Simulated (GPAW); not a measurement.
## benzene-1,4-diselenol between two Ag chains: relaxation, then transmission at several levels

Aim: the conductance of benzene-1,4-diselenol between two Ag chains after relaxation, and whether geometry, basis or functional moves it most.

Program: GPAW 26.7.0. Level of theory: GPAW LCAO, PAW setups; relaxation of the junction within the symmetry of its start, lead ends held, in the first sound run; inputs show where later runs differ. Results are calculated unless marked as measured.

This is a report of a sequence of runs, with most program output left out.

## Step 1: The starting structure

The cell holds 26 atoms: 14 Ag, 2 Se, 6 C and 4 H. Its edges and angles: a = 10.803 Å, b = 11.518 Å, c = 42.515 Å, α = 90.0°, β = 90.0°, γ = 90.0°. Regions: left lead, 7 atoms (7 Ag); channel, 12 atoms (2 Se, 6 C and 4 H); right lead, 7 atoms (7 Ag). Vacuum lies along a and b. The structure is stacked along c, and the current runs across the ab planes.

## Step 2: Relaxation

Transmission follows bond lengths closely, so the atoms between the held lead ends are relaxed first, within whatever symmetry the start has.

run.py reads:

```python
import json
from ase import Atoms
from ase.constraints import FixAtoms
from ase.optimize import BFGS
from gpaw import GPAW, FermiDirac

device = Atoms(
    ['Ag', 'Ag', 'Ag', 'Ag', 'Ag', 'Ag', 'Ag', 'Se', 'C', 'H', 'H', 'C', 'C', 'C', 'C', 'H', 'H', 'C', 'Se', 'Ag', 'Ag', 'Ag', 'Ag', 'Ag', 'Ag', 'Ag'],
    positions=[
        [5.40150, 5.75900, 1.33000],
        [5.40150, 5.75900, 3.99000],
        [5.40150, 5.75900, 6.65000],
        [5.40150, 5.75900, 9.31000],
        [5.40150, 5.75900, 11.97000],
        [5.40150, 5.75900, 14.63000],
        [5.40150, 5.75900, 17.29000],
        [5.40150, 3.25144, 17.93826],
        [5.40150, 3.25000, 19.85728],
        [3.25000, 3.25068, 20.02104],
        [7.55301, 3.25068, 20.02104],
        [4.18982, 3.25009, 20.55808],
        [6.61319, 3.25008, 20.55808],
        [4.18982, 3.25009, 21.95676],
        [6.61319, 3.25009, 21.95676],
        [3.25000, 3.25068, 22.49381],
        [7.55301, 3.25068, 22.49381],
        [5.40150, 3.25000, 22.65757],
        [5.40150, 3.25144, 24.57659],
        [5.40150, 5.75900, 25.22485],
        [5.40150, 5.75900, 27.88485],
        [5.40150, 5.75900, 30.54485],
        [5.40150, 5.75900, 33.20485],
        [5.40150, 5.75900, 35.86485],
        [5.40150, 5.75900, 38.52485],
        [5.40150, 5.75900, 41.18485]],
    cell=[[10.80301, 0.0, 0.0], [0.0, 11.51799, 0.0], [0.0, 0.0, 42.51485]],
    pbc=True)

device.set_constraint(FixAtoms([0, 1, 2, 3, 4, 5, 20, 21, 22, 23, 24, 25]))
device.calc = GPAW(mode='lcao', basis='dzp', xc='PBE', h=0.18,
                   kpts={'size': (1, 1, 2), 'gamma': True},
                   symmetry={'tolerance': 1e-3, 'extra_ids': [1, 1, 1, 1, 1, 1, 0, 0, 0, 0, 0, 0, 0, 0, 0, 0, 0, 0, 0, 0, 1, 1, 1, 1, 1, 1]},
                   occupations=FermiDirac(0.1), maxiter=250,
                   mixer=dict(beta=0.1, nmaxold=8, weight=100.0),
                   convergence=dict(density=0.0001), txt='relax.txt')
path = []
opt = BFGS(device, maxstep=0.15)
opt.attach(lambda: path.append((device.get_potential_energy(), device.positions.tolist(), device.get_forces().tolist())))
relaxed = bool(opt.run(fmax=0.05, steps=50))
json.dump(dict(relaxed=relaxed, path=path, positions=device.positions.tolist(), moments=device.get_magnetic_moments().tolist(),
               forces=device.get_forces(apply_constraint=False).tolist()), open('result.json', 'w'))
```

On the command line:

```bash
> OMP_NUM_THREADS=1 OPENBLAS_NUM_THREADS=1 python run.py
```

The job ended after 16 min (1 thread of Arm Neoverse V2, shared host; peak memory 2.6 GiB).

The steps of the relaxation:

| step | energy less that of the first step (eV) | largest force (eV/Å) |
| --- | --- | --- |
| 1 | 0.0000 | 1.1141 |
| 2 | -0.0729 | 0.8688 |
| 3 | -0.1321 | 0.4832 |
| 4 | -0.1750 | 0.3691 |
| 5 | -0.1830 | 0.2045 |
| 6 | -0.1871 | 0.0942 |
| 7 | -0.1889 | 0.1390 |
| 8 | -0.1915 | 0.1624 |
| 9 | -0.1963 | 0.2005 |
| 10 | -0.2020 | 0.1683 |
| 11 | -0.2047 | 0.1090 |
| 12 | -0.2081 | 0.1036 |
| 13 | -0.2101 | 0.1178 |
| 14 | -0.2117 | 0.0699 |
| 15 | -0.2130 | 0.0815 |
| 16 | -0.2139 | 0.0770 |
| 17 | -0.2160 | 0.2560 |
| 18 | -0.2182 | 0.1787 |
| 19 | -0.2217 | 0.0650 |
| 20 | -0.2236 | 0.0621 |
| 21 | -0.2251 | 0.0454 |

The atoms that moved most (Å):

| atom | dx | dy | dz | length |
| --- | --- | --- | --- | --- |
| Ag20 | 0.000 | -0.199 | 0.013 | 0.200 |
| Ag7 | 0.000 | -0.199 | -0.013 | 0.200 |
| C18 | 0.000 | 0.080 | 0.029 | 0.085 |
| C9 | 0.000 | 0.080 | -0.029 | 0.085 |
| C12 | -0.010 | 0.083 | -0.002 | 0.083 |
| C15 | 0.010 | 0.083 | 0.002 | 0.083 |
| C14 | -0.010 | 0.083 | 0.002 | 0.083 |
| C13 | 0.010 | 0.083 | -0.002 | 0.083 |

The relaxation lowered the energy of the cell by 0.225 eV (energies extrapolated to zero smearing; the optimiser's log prints free energies). The largest force left on a free atom is 0.045 eV/Å.

## Step 3: Double-zeta polarised basis

Localised orbitals split the wire into layers that couple to their neighbours alone, which is what the Green's function method needs; double zeta with polarisation is the usual level for numbers.

This step: GPAW LCAO, PAW setups; Landauer transmission from Green's functions with principal layers (ASE), zero bias (GPAW 26.7.0).

run.py reads:

```python
import json
import numpy as np
from ase import Atoms
from ase.transport.calculators import TransportCalculator
from gpaw import GPAW, FermiDirac
from gpaw.lcao.tools import get_lcao_hamiltonian
from scipy.linalg import eigh

# The junction with lead layers at both ends, along the third cell vector
device = Atoms(
    ['Ag', 'Ag', 'Ag', 'Ag', 'Ag', 'Ag', 'Ag', 'Se', 'C', 'H', 'H', 'C', 'C', 'C', 'C', 'H', 'H', 'C', 'Se', 'Ag', 'Ag', 'Ag', 'Ag', 'Ag', 'Ag', 'Ag'],
    positions=[
        [5.40150, 5.75900, 1.33000],
        [5.40150, 5.75900, 3.99000],
        [5.40150, 5.75900, 6.65000],
        [5.40150, 5.75900, 9.31000],
        [5.40150, 5.75900, 11.97000],
        [5.40150, 5.75900, 14.63000],
        [5.40150, 5.55965, 17.27666],
        [5.40150, 3.18356, 17.91158],
        [5.40150, 3.32990, 19.82851],
        [3.22055, 3.30957, 20.00164],
        [7.58246, 3.30957, 20.00164],
        [4.17952, 3.33279, 20.55588],
        [6.62349, 3.33278, 20.55588],
        [4.17952, 3.33279, 21.95896],
        [6.62349, 3.33279, 21.95896],
        [3.22055, 3.30957, 22.51321],
        [7.58246, 3.30957, 22.51321],
        [5.40150, 3.32990, 22.68634],
        [5.40150, 3.18356, 24.60327],
        [5.40150, 5.55965, 25.23819],
        [5.40150, 5.75900, 27.88485],
        [5.40150, 5.75900, 30.54485],
        [5.40150, 5.75900, 33.20485],
        [5.40150, 5.75900, 35.86485],
        [5.40150, 5.75900, 38.52485],
        [5.40150, 5.75900, 41.18485]],
    cell=[[10.80301, 0.0, 0.0], [0.0, 11.51799, 0.0], [0.0, 0.0, 42.51485]],
    pbc=True)

# One principal layer of the lead: the first 4 atoms of the device
lead = Atoms(
    ['Ag', 'Ag', 'Ag', 'Ag'],
    positions=[
        [5.40150, 5.75900, 1.33000],
        [5.40150, 5.75900, 3.99000],
        [5.40150, 5.75900, 6.65000],
        [5.40150, 5.75900, 9.31000]],
    cell=[[10.80301, 0.0, 0.0], [0.0, 11.51799, 0.0], [0.0, 0.0, 10.64]],
    pbc=True)

settings = dict(mode='lcao', basis='dzp', xc='PBE', h=0.2,
                occupations=FermiDirac(0.1), maxiter=250,
                mixer=dict(beta=0.1, nmaxold=8, weight=100.0),
                convergence=dict(density=0.0001))
energies = np.arange(-2, 2 + 1e-9, 0.025)
eta = 0.0001
n1, n2 = 1, 1
# k and -k transmit alike, so half of the mesh across the current serves
mesh = [(i, j) for i in range(n1) for j in range(n2) if (i, j) <= (-i % n1, -j % n2)]
weights = np.array([1 if (i, j) == (-i % n1, -j % n2) else 2 for i, j in mesh]) / (n1 * n2)

# [... helper functions left out ...]
fermi_lead = ground_state(lead, (1, 1, 11), 'lead.txt')
fermi_device = ground_state(device, (1, 1, 2), 'device.txt')
# [... loop over the mesh left out, but for ...]
        # Shift the lead onto the potential of the device's first layer
        shift = ((H[:, 0, 0] - H0[:, 0, 0]) / S0[0, 0]).real.mean()
# [...]
kT = 8.617333e-5 * 300
bias = [0.1, 0.2, 0.5, 1.0, 1.5, 2.0]
# [... integrals and printing left out ...]
```

Elapsed: 2.5 min, on 1 thread; peak memory 2.1 GiB.

This step gave:

| Item | Value |
| --- | --- |
| conductance | 0.3996 G₀ |
| thermopower | 3.802 μV/K |
| largest coupling past the next principal layer | 3.56e-5 eV |
| largest misfit of the first principal layer | 0.03191 eV |
| shift that aligns the lead | 8.67e-4 eV |
| basis functions of the junction | 502 |
| basis functions of a principal layer | 108 |
| transmission at the Fermi level (one spin) | 0.4011 |
| open channels of the lead at the Fermi level (one spin) | 1 |

One spin. Table of transmission, zone mean by energy, zero at the Fermi level:

| energy (eV) | transmission, zone mean |
| --- | --- |
| -2.000 | 0.102 |
| -1.900 | 0.107 |
| -1.800 | 0.0657 |
| -1.700 | 0.0533 |
| -1.625 | 0.0795 |
| -1.600 | 3.1e-4 |
| -1.500 | 2.3e-10 |
| -1.400 | 2.3e-10 |
| -1.300 | 2.4e-10 |
| -1.200 | 2.9e-10 |
| -1.100 | 3.1e-8 |
| -1.000 | 0.359 |
| -0.900 | 0.395 |
| -0.800 | 0.404 |
| -0.700 | 0.405 |
| -0.600 | 0.399 |
| -0.500 | 0.394 |
| -0.400 | 0.397 |
| -0.300 | 0.406 |
| -0.200 | 0.415 |
| -0.150 | 0.417 |
| -0.100 | 0.415 |
| 0.000 | 0.401 |
| 0.100 | 0.374 |
| 0.200 | 0.339 |
| 0.300 | 0.304 |
| 0.400 | 0.272 |
| 0.500 | 0.243 |
| 0.600 | 0.217 |
| 0.700 | 0.191 |
| 0.800 | 0.165 |
| 0.900 | 0.139 |
| 1.000 | 0.113 |
| 1.100 | 0.0894 |
| 1.200 | 0.0691 |
| 1.300 | 0.0525 |
| 1.400 | 0.0395 |
| 1.500 | 0.0297 |
| 1.600 | 0.0224 |
| 1.700 | 0.0171 |
| 1.800 | 0.0133 |
| 1.900 | 0.0107 |
| 2.000 | 0.00897 |

Crossings of the lead's bands, unfolded to its shortest repeat. The open channels, zone mean by energy, zero at the Fermi level:

| energy (eV) | open channels, zone mean |
| --- | --- |
| -2.000 | 3 |
| -1.900 | 3 |
| -1.800 | 3 |
| -1.700 | 1 |
| -1.600 | 0 |
| -1.500 | 0 |
| -1.400 | 0 |
| -1.300 | 0 |
| -1.200 | 0 |
| -1.100 | 0 |
| -1.000 | 1 |
| -0.900 | 1 |
| -0.800 | 1 |
| -0.700 | 1 |
| -0.600 | 1 |
| -0.500 | 1 |
| -0.400 | 1 |
| -0.300 | 1 |
| -0.200 | 1 |
| -0.100 | 1 |
| 0.000 | 1 |
| 0.100 | 1 |
| 0.200 | 1 |
| 0.300 | 1 |
| 0.400 | 1 |
| 0.500 | 1 |
| 0.600 | 1 |
| 0.700 | 1 |
| 0.800 | 1 |
| 0.900 | 1 |
| 1.000 | 1 |
| 1.100 | 1 |
| 1.200 | 1 |
| 1.300 | 1 |
| 1.400 | 1 |
| 1.500 | 1 |
| 1.600 | 1 |
| 1.700 | 1 |
| 1.800 | 1 |
| 1.900 | 1 |
| 2.000 | 1 |

Not self-consistent under bias; the bias window is split evenly. Table of current through one cell, from the zero-bias transmission by bias:

| bias (V) | current through one cell, from the zero-bias transmission (μA) |
| --- | --- |
| 0.100 | 3.09 |
| 0.200 | 6.16 |
| 0.500 | 15.0 |
| 1.000 | 28.2 |
| 1.500 | 40.0 |
| 2.000 | 50.3 |

Table of transmission of the three most open eigenchannels by energy, zero at the Fermi level:

| energy (eV) | channel 1 | channel 2 | channel 3 |
| --- | --- | --- | --- |
| -2.000 | 0.102 | 3.2e-4 | 5.3e-6 |
| -1.900 | 0.0983 | 0.00836 | 1.2e-4 |
| -1.800 | 0.0657 | 2.3e-5 | 6.8e-6 |
| -1.700 | 0.0533 | 1.9e-10 | 0 |
| -1.600 | 3.1e-4 | 1.9e-10 | 0 |
| -1.500 | 2.3e-10 | 0 | 0 |
| -1.400 | 2.3e-10 | 0 | 0 |
| -1.300 | 2.4e-10 | 0 | 0 |
| -1.200 | 2.9e-10 | 0 | 0 |
| -1.100 | 3.1e-8 | 0 | 0 |
| -1.000 | 0.359 | 2.8e-12 | 0 |
| -0.900 | 0.395 | 1.2e-10 | 0 |
| -0.800 | 0.404 | 1.5e-10 | 0 |
| -0.700 | 0.405 | 1.7e-10 | 0 |
| -0.600 | 0.399 | 1.7e-10 | 0 |
| -0.500 | 0.394 | 1.8e-10 | 0 |
| -0.400 | 0.397 | 1.8e-10 | 0 |
| -0.300 | 0.406 | 1.8e-10 | 0 |
| -0.200 | 0.415 | 1.9e-10 | 0 |
| -0.100 | 0.415 | 1.9e-10 | 0 |
| 0.000 | 0.401 | 1.9e-10 | 0 |
| 0.100 | 0.374 | 1.9e-10 | 0 |
| 0.200 | 0.339 | 1.9e-10 | 0 |
| 0.300 | 0.304 | 1.9e-10 | 0 |
| 0.400 | 0.272 | 1.9e-10 | 0 |
| 0.500 | 0.243 | 2.0e-10 | 0 |
| 0.600 | 0.217 | 2.0e-10 | 0 |
| 0.700 | 0.191 | 2.0e-10 | 0 |
| 0.800 | 0.165 | 2.0e-10 | 0 |
| 0.900 | 0.139 | 2.0e-10 | 0 |
| 1.000 | 0.113 | 2.0e-10 | 0 |
| 1.100 | 0.0894 | 2.0e-10 | 0 |
| 1.200 | 0.0691 | 2.0e-10 | 0 |
| 1.300 | 0.0525 | 2.0e-10 | 0 |
| 1.400 | 0.0395 | 2.0e-10 | 0 |
| 1.500 | 0.0297 | 1.9e-10 | 0 |
| 1.600 | 0.0224 | 1.9e-10 | 0 |
| 1.700 | 0.0171 | 1.9e-10 | 0 |
| 1.800 | 0.0133 | 1.9e-10 | 0 |
| 1.900 | 0.0107 | 1.8e-10 | 0 |
| 2.000 | 0.00897 | 1.8e-10 | 0 |

Couplings past the next layer reach 3.6e-5 eV, small enough to drop; the matrix elements of the cell's first layer differ from the bulk lead's by up to 0.032 eV. That layer keeps its own values in the calculation, and only beyond it is the lead taken as perfect. The Fermi levels of lead and junction count from different zeros of potential, one for each periodic cell; with both set to zero, the small remaining shift is what aligns them. By hand: G = 0.3996 × 77.48 μS = 31.0 μS, a resistance of 32.3 kΩ; at 0.1 V a linear junction would pass 3.10 μA, and the integral over the bias window gives 3.09 μA. Mott's formula, S = -(π²/3)(k_B²T/e) d ln T/dE, has the prefactor 7.33 μV/K·eV at 300 K; T = 0.4060 at -0.025 eV and 0.3954 at 0.025 eV give a slope of -0.533 per eV and S = 3.90 μV/K, beside 3.80 μV/K from the thermal integral, which interpolates the same grid.

## Step 4: GPAW, szp: basis = "szp(dzp)"

One radial function a shell plus polarisation makes the matrices smaller; the question is what that costs.

Changes to run.py since step 3:

```diff
@@ -52,3 +52,3 @@
 
-settings = dict(mode='lcao', basis='dzp', xc='PBE', h=0.2,
+settings = dict(mode='lcao', basis='szp(dzp)', xc='PBE', h=0.2,
                 occupations=FermiDirac(0.1), maxiter=250,
```

Wall time 84 s (1 thread); peak memory 2 GiB.

This step gave:

* conductance: 0.3038 G₀
* thermopower: 2.847 μV/K
* largest misfit of the first principal layer: 0.03679 eV
* shift that aligns the lead: 0.001003 eV
* basis functions of the junction: 298
* basis functions of a principal layer: 60
* transmission at the Fermi level (one spin): 0.3053

One spin. Transmission, zone mean against energy, zero at the Fermi level:

| energy (eV) | transmission, zone mean |
| --- | --- |
| -2.000 | 0.0812 |
| -1.825 | 0.102 |
| -1.800 | 0.101 |
| -1.600 | 0.185 |
| -1.400 | 5.5e-12 |
| -1.200 | 9.8e-12 |
| -1.000 | 0.108 |
| -0.800 | 0.202 |
| -0.600 | 0.239 |
| -0.400 | 0.265 |
| -0.200 | 0.302 |
| -0.075 | 0.311 |
| 0.000 | 0.305 |
| 0.200 | 0.262 |
| 0.400 | 0.214 |
| 0.600 | 0.179 |
| 0.800 | 0.147 |
| 1.000 | 0.114 |
| 1.200 | 0.0819 |
| 1.400 | 0.0564 |
| 1.600 | 0.0386 |
| 1.800 | 0.0269 |
| 2.000 | 0.0195 |

Crossings of the lead's bands, unfolded to its shortest repeat. The open channels, zone mean by energy, zero at the Fermi level:

energy (eV), open channels, zone mean and a bar:
```
   -2.000       3.00 ##############################
   -1.900       3.00 ##############################
   -1.800       3.00 ##############################
   -1.700       1.00 ##########
   -1.600       1.00 ##########
   -1.500       0.00 
   -1.400       0.00 
   -1.300       0.00 
   -1.200       0.00 
   -1.100       0.00 
   -1.000       1.00 ##########
   -0.900       1.00 ##########
   -0.800       1.00 ##########
   -0.700       1.00 ##########
   -0.600       1.00 ##########
   -0.500       1.00 ##########
   -0.400       1.00 ##########
   -0.300       1.00 ##########
   -0.200       1.00 ##########
   -0.100       1.00 ##########
    0.000       1.00 ##########
    0.100       1.00 ##########
    0.200       1.00 ##########
    0.300       1.00 ##########
    0.400       1.00 ##########
    0.500       1.00 ##########
    0.600       1.00 ##########
    0.700       1.00 ##########
    0.800       1.00 ##########
    0.900       1.00 ##########
    1.000       1.00 ##########
    1.100       1.00 ##########
    1.200       1.00 ##########
    1.300       1.00 ##########
    1.400       1.00 ##########
    1.500       1.00 ##########
    1.600       1.00 ##########
    1.700       1.00 ##########
    1.800       1.00 ##########
    1.900       1.00 ##########
    2.000       1.00 ##########
```

Not self-consistent under bias; the bias window is split evenly. Current through one cell, from the zero-bias transmission against bias:

| bias (V) | current through one cell, from the zero-bias transmission (μA) |
| --- | --- |
| 0.100 | 2.35 |
| 0.200 | 4.68 |
| 0.500 | 11.3 |
| 1.000 | 20.8 |
| 1.500 | 28.8 |
| 2.000 | 34.7 |

The transmission of the three most open eigenchannels by energy, zero at the Fermi level:

| energy (eV) | channel 1 | channel 2 | channel 3 |
| --- | --- | --- | --- |
| -2.000 | 0.0810 | 1.0e-4 | 1.3e-5 |
| -1.800 | 0.101 | 2.6e-5 | 5.7e-6 |
| -1.600 | 0.185 | 5.7e-12 | 0 |
| -1.400 | 5.4e-12 | 0 | 0 |
| -1.200 | 5.7e-12 | 4.0e-12 | 0 |
| -1.000 | 0.108 | 2.7e-12 | 0 |
| -0.800 | 0.202 | 4.6e-12 | 0 |
| -0.600 | 0.239 | 4.7e-12 | 0 |
| -0.400 | 0.265 | 4.7e-12 | 0 |
| -0.200 | 0.302 | 4.6e-12 | 0 |
| 0.000 | 0.305 | 4.5e-12 | 0 |
| 0.200 | 0.262 | 4.3e-12 | 0 |
| 0.400 | 0.214 | 4.1e-12 | 0 |
| 0.600 | 0.179 | 3.9e-12 | 0 |
| 0.800 | 0.147 | 3.6e-12 | 0 |
| 1.000 | 0.114 | 3.3e-12 | 0 |
| 1.200 | 0.0819 | 3.0e-12 | 0 |
| 1.400 | 0.0564 | 2.5e-12 | 0 |
| 1.600 | 0.0386 | 2.0e-12 | 0 |
| 1.800 | 0.0269 | 1.3e-12 | 0 |
| 2.000 | 0.0195 | 0 | 0 |

The conductance, 0.304 G₀, lies 24 % below that of the dzp run.

## Step 5: GPAW, sz: basis = "sz(dzp)"

One function for each valence shell of the setup, as for a first survey of a large system.

Changes to run.py since step 4:

```diff
@@ -52,3 +52,3 @@
 
-settings = dict(mode='lcao', basis='szp(dzp)', xc='PBE', h=0.2,
+settings = dict(mode='lcao', basis='sz(dzp)', xc='PBE', h=0.2,
                 occupations=FermiDirac(0.1), maxiter=250,
```

The job ended after 63 s (1 thread; peak memory 2 GiB).

This step gave:

| Item | Value |
| --- | --- |
| conductance | 0.2772 G₀ |
| thermopower | 3.063 μV/K |
| largest coupling past the next principal layer | 3.59e-5 eV |
| largest misfit of the first principal layer | 0.02287 eV |
| shift that aligns the lead | 7.55e-4 eV |
| basis functions of the junction | 204 |
| basis functions of a principal layer | 48 |
| transmission at the Fermi level (one spin) | 0.2785 |

The conductance, 0.277 G₀, lies 31 % below that of the dzp run.

## Step 6: revPBE in the dzp basis: xc = "revPBE"

Back in the dzp basis, the functional changes from PBE to revPBE, to set the spread between functionals beside that between bases.

Changes to run.py since step 5:

```diff
@@ -52,3 +52,3 @@
 
-settings = dict(mode='lcao', basis='sz(dzp)', xc='PBE', h=0.2,
+settings = dict(mode='lcao', basis='dzp', xc='revPBE', h=0.2,
                 occupations=FermiDirac(0.1), maxiter=250,
```

It took 2.5 min on 1 thread; peak memory 2.1 GiB.

Numbers from this step:

```
conductance                                    : 0.3843 G₀
thermopower                                    : 3.923 μV/K
largest coupling past the next principal layer : 3.58e-5 eV
largest misfit of the first principal layer    : 0.03338 eV
shift that aligns the lead                     : 4.00e-4 eV
basis functions of the junction                : 502
basis functions of a principal layer           : 108
transmission at the Fermi level (one spin)     : 0.3857
```

The conductance, 0.384 G₀, lies 3.8 % below that of the dzp run.

(Part 1 of 2 ends here.)

[Logs are printed without paths, hosts, clocks, repeated set-up lines and the standing remarks that a program may print on its own settings, such as how far it seeks lower states.]

[Hosts, paths, dates, database ids (printed as entryN), source tags and the programs' standing remarks are cut or masked in the printed files.]
